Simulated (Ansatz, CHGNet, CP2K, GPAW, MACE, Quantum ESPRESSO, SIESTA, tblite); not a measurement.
## GPAW on random packing of Si31O39C14H16 (at. %) (83 atoms): settings against a plane-wave reference

Aim: run random packing of Si31O39C14H16 (at. %) (83 atoms) in GPAW and see how near its forces come to a plane-wave reference, and at what cost.

Calculated with GPAW 26.7.0; the method is named at each step.

## (1) The structure

The cell holds 83 atoms: 26 Si, 32 O, 12 C and 13 H. Its edges and angles: a = 10.052 Å, b = 10.052 Å, c = 10.052 Å, α = 90.0°, β = 90.0°, γ = 90.0°. 83 atoms (26 Si, 32 O, 12 C, 13 H) packed at random in a cube at 2.29 g/cm³ and pushed apart as soft spheres; a start for melting by ab initio MD, not an equilibrated structure. Then every atom was moved at random, 0.03 Å r.m.s. a Cartesian component (hydrogen 0.6 of that).

The yardstick, on the same geometry:

| Property | Result |
| --- | --- |
| method | Kohn-Sham DFT, PBE, SSSP efficiency 1.3.0 pseudopotentials, plane waves (Quantum ESPRESSO 7.5); sssp-pbe-1.3.0-efficiency, cutoffs 60/480 Ry, Γ point |
| r.m.s. force component | 1.849 eV/Å |
| longest force | 8.783 eV/Å |
| pressure | -12.42 GPa |
| time | 4.4 min on 4 MPI ranks of Arm Neoverse V2, shared host |
| CPU time | 18 min |

## (2) PBE, LCAO dzp, h 0.18 Å

Method: Kohn-Sham DFT, PBE, PAW, atomic orbitals (dzp).

File run.py:

```python
import numpy as np
from ase.io import read
from gpaw import GPAW, FermiDirac

atoms = read("structure.xyz")
atoms.calc = GPAW(
    mode="lcao",
    basis="dzp",
    h=0.18,
    xc="PBE",
    kpts={"size": (1, 1, 1), "gamma": True},
    occupations=FermiDirac(0.05),
    maxiter=200,
    symmetry={"point_group": False},
    txt="gpaw.txt",
)
energy = atoms.get_potential_energy(force_consistent=True)
forces = atoms.get_forces()
print(f"energy {energy:.6f} eV")
print("forces (eV/A)")
for i, (a, f) in enumerate(zip(atoms, forces)):
    print(f"{i:4d} {a.symbol:2s} {f[0]:10.5f} {f[1]:10.5f} {f[2]:10.5f}")
print(f"Fermi level {atoms.calc.get_fermi_level():.4f} eV")
for k in range(len(atoms.calc.get_ibz_k_points())):
    for s in range(atoms.calc.get_number_of_spins()):
        e = atoms.calc.get_eigenvalues(kpt=k, spin=s)
        n = np.searchsorted(e, atoms.calc.get_fermi_level())
        print(f"k {k} spin {s} levels about the Fermi level:", np.round(e[max(n - 6, 0):n], 4).tolist(), "|", np.round(e[n:n + 6], 4).tolist())
```

File structure.xyz:

```xyz
83
Lattice="10.05190 0.00000 0.00000 0.00000 10.05190 0.00000 0.00000 0.00000 10.05190" Properties=species:S:1:pos:R:3 pbc="T T T"
Si 3.31341 6.86907 9.26644
Si 1.62348 1.64982 5.94298
Si 9.13004 2.81312 7.73403
Si 1.85488 5.24307 3.40016
Si 4.81255 7.88813 2.04235
Si 8.24899 5.99847 4.45229
Si 1.56046 9.63806 2.88027
Si 3.44871 5.04254 4.86713
Si 1.05384 8.97042 5.46140
Si 0.96649 5.08877 0.35704
Si 2.77734 3.65417 2.26520
Si 2.54564 7.33075 3.29451
Si 8.92126 0.82174 6.47966
Si 8.37534 8.73550 7.55199
Si 2.00244 0.11198 9.70692
Si 5.62705 9.71928 9.15457
Si 6.96365 7.72066 2.85122
Si 0.95905 2.89736 8.71208
Si 6.73930 1.40968 0.09901
Si 3.14936 3.59516 7.83817
Si 8.16677 6.76332 6.73457
Si 9.45391 2.58454 5.26096
Si 3.94929 5.64655 2.79413
Si 4.84381 5.28247 6.47584
Si 5.66394 3.40377 7.27134
Si 9.50518 4.62176 5.85061
O 7.99870 1.23287 2.60163
O 9.54740 3.78082 1.32765
O 1.34987 2.66335 1.61614
O 0.18013 9.86081 0.71570
O 6.09577 4.91779 1.68219
O 8.82687 7.76811 3.60471
O 2.78418 1.98334 0.45455
O 6.89771 0.28638 7.47982
O 0.35805 4.39529 4.02197
O 7.56526 2.94340 9.41752
O 0.82375 7.33819 4.55039
O 1.01293 8.36650 7.63572
O 9.39199 5.93615 9.21468
O 6.01847 9.12160 1.07967
O 6.04994 3.70141 4.53924
O 2.32852 2.99919 4.70258
O 7.77756 8.53969 1.01273
O 3.81118 7.72810 6.75719
O 9.66561 8.55015 8.91222
O 6.80272 2.83604 1.65917
O 7.01763 5.03480 9.31309
O 1.69264 6.61676 8.35222
O 6.17840 6.53705 4.37197
O 3.94648 9.38606 3.16735
O 3.48228 1.81065 6.56490
O 4.36112 7.91698 4.59181
O 4.30643 2.69622 1.75265
O 6.99592 1.92454 5.83734
O 10.04064 4.79124 7.77796
O 7.55863 4.70529 5.72727
[... 23 atom lines left out ...]
H 4.68368 5.58504 8.47697
H 4.42022 3.00321 5.13401
H 2.63279 1.68621 3.23832
H 9.35701 9.82553 3.21530
```

Started as:

```
$ OMP_NUM_THREADS=1 python run.py > output.txt
```

The log of the run:

```text
energy -347.791430 eV
forces (eV/A)
   0 Si   -1.57349   -0.50456   -2.16883
   1 Si    3.08625    0.88921    0.20051
   2 Si   -3.79892    1.12135    2.14344
   3 Si   -8.44856   -1.91985    1.49943
   4 Si   -0.22681    2.99575   -0.35463
   5 Si   -0.54344    0.39742   -2.79179
   6 Si   -0.09721    1.11086   -0.83209
   7 Si   -2.61675   -2.11270    4.34697
   8 Si   -0.98256   -2.29934    0.93803
   9 Si   -3.87319   -0.89691   -0.33992
  10 Si    1.45667   -5.80434   -3.99426
  11 Si   -1.44564    4.25486    1.02703
  12 Si   -2.23566   -1.77581    1.06707
  13 Si    1.87720    2.25082    2.94258
  14 Si   -1.18369    1.17305   -0.13868
  15 Si   -1.11083   -0.32923   -0.19308
  16 Si    3.70288   -0.38829   -1.02860
  17 Si    3.34968   -0.38442    1.96556
  18 Si    3.64012    4.98415    1.34814
  19 Si    0.00172   -1.19444    0.42873
  20 Si    0.73457   -1.18824    0.45940
  21 Si   -0.42540   -1.79507   -2.78919
  22 Si    5.72098    0.21687   -3.71810
  23 Si    1.42322    2.93190    2.34330
[...]
75 H     0.61653   -0.02089    1.18348
  76 H     0.21524    0.14621   -1.01920
  77 H    -0.49340    0.18047   -0.54517
  78 H    -1.31624    0.27193   -0.16473
  79 H    -0.27582    0.61601   -0.94258
  80 H     1.00088    0.54235   -0.53528
  81 H    -0.57514   -0.42258   -0.02747
  82 H     0.16889    0.51650    0.26626
Fermi level 3.6374 eV
k 0 spin 0 levels about the Fermi level: [3.3894, 3.4179, 3.4878, 3.5014, 3.565, 3.5988] | [3.649, 3.6784, 3.6973, 3.7522, 3.7841, 3.8642]
```

gpaw.txt:

```text
Input parameters:
  mode=LCAO(),
  basis={'default': 'dzp'},
  h=0.18,
  kpts=MonkhorstPack(size=(1, 1, 1), gamma=True),
  maxiter=200,
  occupations=Occupations(name='fermi-dirac', width=0.05, fixmagmom=False),
  symmetry=Symmetry(point_group=False),
  xc=XC(name='PBE')
Unit cell  # Å
| periodic |         x |         y |         z |   lengths |    angles |
|----------|-----------|-----------|-----------|-----------|-----------|
|      yes | 10.051900 |  0.000000 |  0.000000 | 10.051900 | 90.000000 |
|      yes |  0.000000 | 10.051900 |  0.000000 | 10.051900 | 90.000000 |
|      yes |  0.000000 |  0.000000 | 10.051900 | 10.051900 | 90.000000 |
Number of symmetries: 1
Symmetry operations  # r_c * U_cc + t_c -> r_c
|   | kind |            matrix            |
|---|------|------------------------------|
| 0 |  E   |  1, 0, 0,  0, 1, 0,  0, 0, 1 |
BZ-sampling:
  Number of BZ points: 1
  Number of IBZ points: 1
  Monkhorst-Pack size: [1, 1, 1]
  Monkhorst-Pack shift: [0, 0, 0]
[... lines left out ...]
  Fermi-Dirac:
[... lines left out ...]
    Stencil: 6*3+1=19 point O(h^6) finite-difference Laplacian
xc functional:
  name: PBE with 2 nearest neighbor stencil
interpolation: tri-quintic # 5. degree polynomial
Initialization done in: 7.008 s
convergence criteria:
- Maximum [total energy] change in last 3 cyles: 0.0005 eV / valence electron
- Maximum integral of absolute [dens]ity change: 0.0001 electrons / valence electron
- Maximum integral of absolute [eigenst]ate change: 4e-08 eV^2 / valence electron
maximum number of iterations: 200
SCF iterations
|iter     |      energy | eigst |  dens |
|---------|-------------|-------|-------|
|iter:   1| -376.666263 |      c|       |
|iter:   2| -360.571038 |      c| -0.83 |
|iter:   3| -355.418691 |      c| -0.95 |
|iter:   4| -351.443229 |      c| -1.06 |
[...]
|iter:  10| -347.738515 |      c| -1.76 |
|iter:  11| -347.674214 |      c| -1.92 |
|iter:  12| -347.624608c|      c| -2.06 |
|iter:  13| -347.603479c|      c| -2.22 |
|iter:  14| -347.595762c|      c| -2.33 |
[...]
|iter:  27| -347.585924c|      c| -3.85 |
|iter:  28| -347.585880c|      c| -3.97 |
|iter:  29| -347.585859c|      c| -4.07c|
Converged in 29 steps
SCF loop duration: 235.696 s (8.127 s/step)
Energy contributions relative to reference atoms: (reference = -282846.133637)
Energy contributions:
  Kinetic:          53.041963
  Coulomb:         -85.162820
  Zero:              6.094220
  External:          0.000000
  Xc:             -321.353650
  Entropy:          -0.411142
  Spinorbit:         0.000000
  ----------------------------
  Free energy:    -347.791430
  Extrapolated:   -347.585859
dipole moment: (30.823400, -14.086394, -30.989267)  # |e|*Ang
Fermi level: 3.637
Eigenvalues  # (at kpt = [0.000, 0.000, 0.000])
| band index |      eig [eV] | occ [0-2] |
|------------|---------------|-----------|
|          0 |       -16.891 |     2.000 |
|        ... |               |           |
|        170 |         3.235 |     1.999 |
|        171 |         3.319 |     1.997 |
[...]
|        185 |         3.973 |     0.002 |
|        ... |               |           |
|        218 |         6.092 |     0.000 |
Gap: 0.050 eV
Transition (v -> c):
  (s=0, k=0, n=177, [0.00, 0.00, 0.00]) -> (s=0, k=0, n=178, [0.00, 0.00, 0.00])
No difference between direct/indirect transitions
Force computation time: 17.937  # s
timing:  # [seconds]
  Total:  260.669  # ━━━━━━━━━━━━━━━━━━━━━━━━━━━━━━━━━━━━━━━━━━━━━━━━━━━━━━━━
  Init:     7.008  # ━╸
  SCF:    235.696  # ━━━━━━━━━━━━━━━━━━━━━━━━━━━━━━━━━━━━━━━━━━━━━━━━━━╸
  Forces:  17.937  # ━━━━
```

Elapsed: 4.4 min, on 1 thread of Arm Neoverse V2, shared host; peak memory 1.3 GiB.

Banners, paths, timers and routine set-up lines are dropped from the logs unmarked, and long logs keep their key lines alone; longer cuts are marked.

Numbers from this run, and their distance from the reference:

| Quantity | Value |
| --- | --- |
| r.m.s. force component | 1.799 eV/Å |
| r.m.s. difference of force components | 157.1 meV/Å |
| longest difference of force vectors | 705.3 meV/Å |
| force difference over r.m.s. force | 8.496 % |
| slope of forces against the reference's | 0.9698 |
| correlation of force components | 0.9967 |

Length of the force difference by element (eV/Å):

| element | atoms | mean | most |
| --- | --- | --- | --- |
| C | 12 | 0.16 | 0.28 |
| H | 13 | 0.032 | 0.078 |
| O | 32 | 0.27 | 0.71 |
| Si | 26 | 0.29 | 0.54 |

Local excerpt of 9 atoms (numbers count through the whole input) about Si4, which bears the longest force; x, y, z are measured from there.

```csv
atom,x,y,z,distance (Å),Fx,Fy,Fz (eV/Å)
Si4,0.00,0.00,0.00,0.00,-8.45,-1.92,1.50
O35,-1.50,-0.85,0.62,1.83,-0.27,1.56,0.47
Si11,0.92,-1.59,-1.13,2.16,1.46,-5.80,-3.99
Si8,1.59,-0.20,1.47,2.18,-2.62,-2.11,4.35
Si12,0.69,2.09,-0.11,2.20,-1.45,4.25,1.03
Si23,2.09,0.40,-0.61,2.22,5.72,0.22,-3.72
O37,-1.03,2.10,1.15,2.60,3.70,1.11,-0.21
O42,0.47,-2.24,1.30,2.64,0.91,-0.82,-0.29
H77,1.35,1.12,-2.09,2.73,0.22,0.15,-1.02
```

Atoms are counted from 1 here, from 0 in the log.

Forces lie 8.5 % from the reference's, at 0.25 times its CPU time (on 1 against 4 cores).

## (3) PBE, grid h 0.2 Å

Method: Kohn-Sham DFT, PBE, PAW, finite differences on a real-space grid.

run.py, as its differences from that of step 2:

```diff
@@ -3,2 +3,3 @@
 from gpaw import GPAW, FermiDirac
+from ase.parallel import parprint as print
 
@@ -6,5 +7,4 @@
 atoms.calc = GPAW(
-    mode="lcao",
-    basis="dzp",
-    h=0.18,
+    mode="fd",
+    h=0.2,
     xc="PBE",
@@ -14,2 +14,3 @@
     symmetry={"point_group": False},
+    nbands=215,
     txt="gpaw.txt",
```

structure.xyz is that of step 2.

Started as:

```
$ OMP_NUM_THREADS=1 mpirun -np 2 gpaw python run.py > output.txt
```

The log of the run:

```text
energy -372.163388 eV
forces (eV/A)
   0 Si   -1.87064   -0.44409   -2.37845
   1 Si    3.42033    1.09701    0.15852
   2 Si   -3.60838    1.13631    2.15377
   3 Si   -8.39520   -2.02207    1.63087
   4 Si   -0.09447    3.13934   -0.37354
   5 Si   -0.74941    0.43073   -2.50146
   6 Si   -0.03136    1.04120   -0.78683
   7 Si   -2.64711   -2.09668    4.30794
   8 Si   -1.22459   -2.66880    0.80774
   9 Si   -4.06836   -0.92308   -0.38154
  10 Si    1.48673   -6.09954   -4.17433
  11 Si   -1.40497    4.13871    1.06129
  12 Si   -2.29302   -1.62285    1.11346
  13 Si    2.03559    2.36240    3.10407
  14 Si   -1.33449    1.25531   -0.22481
  15 Si   -0.90136   -0.20703   -0.03597
  16 Si    3.82346   -0.48190   -0.94539
  17 Si    3.21903   -0.43470    1.77421
  18 Si    3.82728    5.26609    1.25053
  19 Si    0.11910   -1.32402    0.43487
  20 Si    0.48840   -1.08219    0.36039
  21 Si   -0.40078   -1.74062   -2.57055
  22 Si    5.34471    0.23965   -3.66760
  23 Si    1.50423    2.82514    2.23467
[...]
75 H     0.63387   -0.01527    1.20423
  76 H     0.26446    0.15467   -0.97675
  77 H    -0.49699    0.18781   -0.54917
  78 H    -1.33042    0.27594   -0.15493
  79 H    -0.28576    0.59003   -0.95508
  80 H     1.02616    0.59354   -0.52486
  81 H    -0.59098   -0.41840   -0.03355
  82 H     0.18738    0.53447    0.28476
Fermi level 3.5892 eV
k 0 spin 0 levels about the Fermi level: [3.3414, 3.3646, 3.4338, 3.452, 3.5165, 3.5471] | [3.6014, 3.6328, 3.6512, 3.7055, 3.737, 3.8167]
```

gpaw.txt:

```text
Input parameters:
  mode=FD(),
  h=0.2,
  kpts=MonkhorstPack(size=(1, 1, 1), gamma=True),
  maxiter=200,
  nbands=215,
  occupations=Occupations(name='fermi-dirac', width=0.05, fixmagmom=False),
  symmetry=Symmetry(point_group=False),
  xc=XC(name='PBE')
Diagonalizing LCAO Hamiltonian
Converting LCAO to fd mode
       .------------------------.
      /|             Si         |
[... lines left out ...]
  Converge bands: occupied
[... lines left out ...]
  Fermi-Dirac:
[... lines left out ...]
convergence criteria:
- Maximum [total energy] change in last 3 cyles: 0.0005 eV / valence electron
[... lines left out ...]
Converged in 36 steps
[... lines left out ...]
  Coulomb:        -202.913877
  Zero:             18.475124
  External:          0.000000
  Xc:             -328.738006
  Entropy:          -0.404467
  Spinorbit:         0.000000
  ----------------------------
  Free energy:    -372.163388
  Extrapolated:   -371.961154
dipole moment: (30.775759, -14.180475, -31.124013)  # |e|*Ang
Fermi level: 3.589
Eigenvalues  # (at kpt = [0.000, 0.000, 0.000])
| band index |      eig [eV] | occ [0-2] |
|------------|---------------|-----------|
|          0 |       -16.798 |     2.000 |
|        ... |               |           |
|        170 |         3.184 |     1.999 |
|        171 |         3.268 |     1.997 |
[...]
|        185 |         3.921 |     0.003 |
|        ... |               |           |
|        214 |         5.814 |     0.000 |
Gap: 0.054 eV
Transition (v -> c):
  (s=0, k=0, n=177, [0.00, 0.00, 0.00]) -> (s=0, k=0, n=178, [0.00, 0.00, 0.00])
No difference between direct/indirect transitions
Force computation time: 2.628  # s
```

It took 4 min on 2 MPI ranks; peak memory 1.8 GiB.

Compared with the plane-wave run:

- r.m.s. force component: 1.847 eV/Å
- r.m.s. difference of force components: 28.06 meV/Å
- longest difference of force vectors: 109.7 meV/Å
- force difference over r.m.s. force: 1.518 %
- slope of forces against the reference's: 0.9988
- correlation of force components: 0.9999

Against the first run (8.5 %), the force difference from the reference is 1.5 %, at 1.8 times the CPU time (on 2 against 1 cores).

(Continued in part 2 of 2.)

[Also dropped from logs without a mark: logging warnings of Python, and SIESTA's first energy breakdown and zero terms.]

[Logs are printed without paths, hosts, clocks, repeated set-up lines and the standing remarks that a program may print on its own settings, such as how far it seeks lower states.]

[Hosts, paths, dates, database ids (printed as entryN), source tags and the programs' standing remarks are cut or masked in the printed files.]
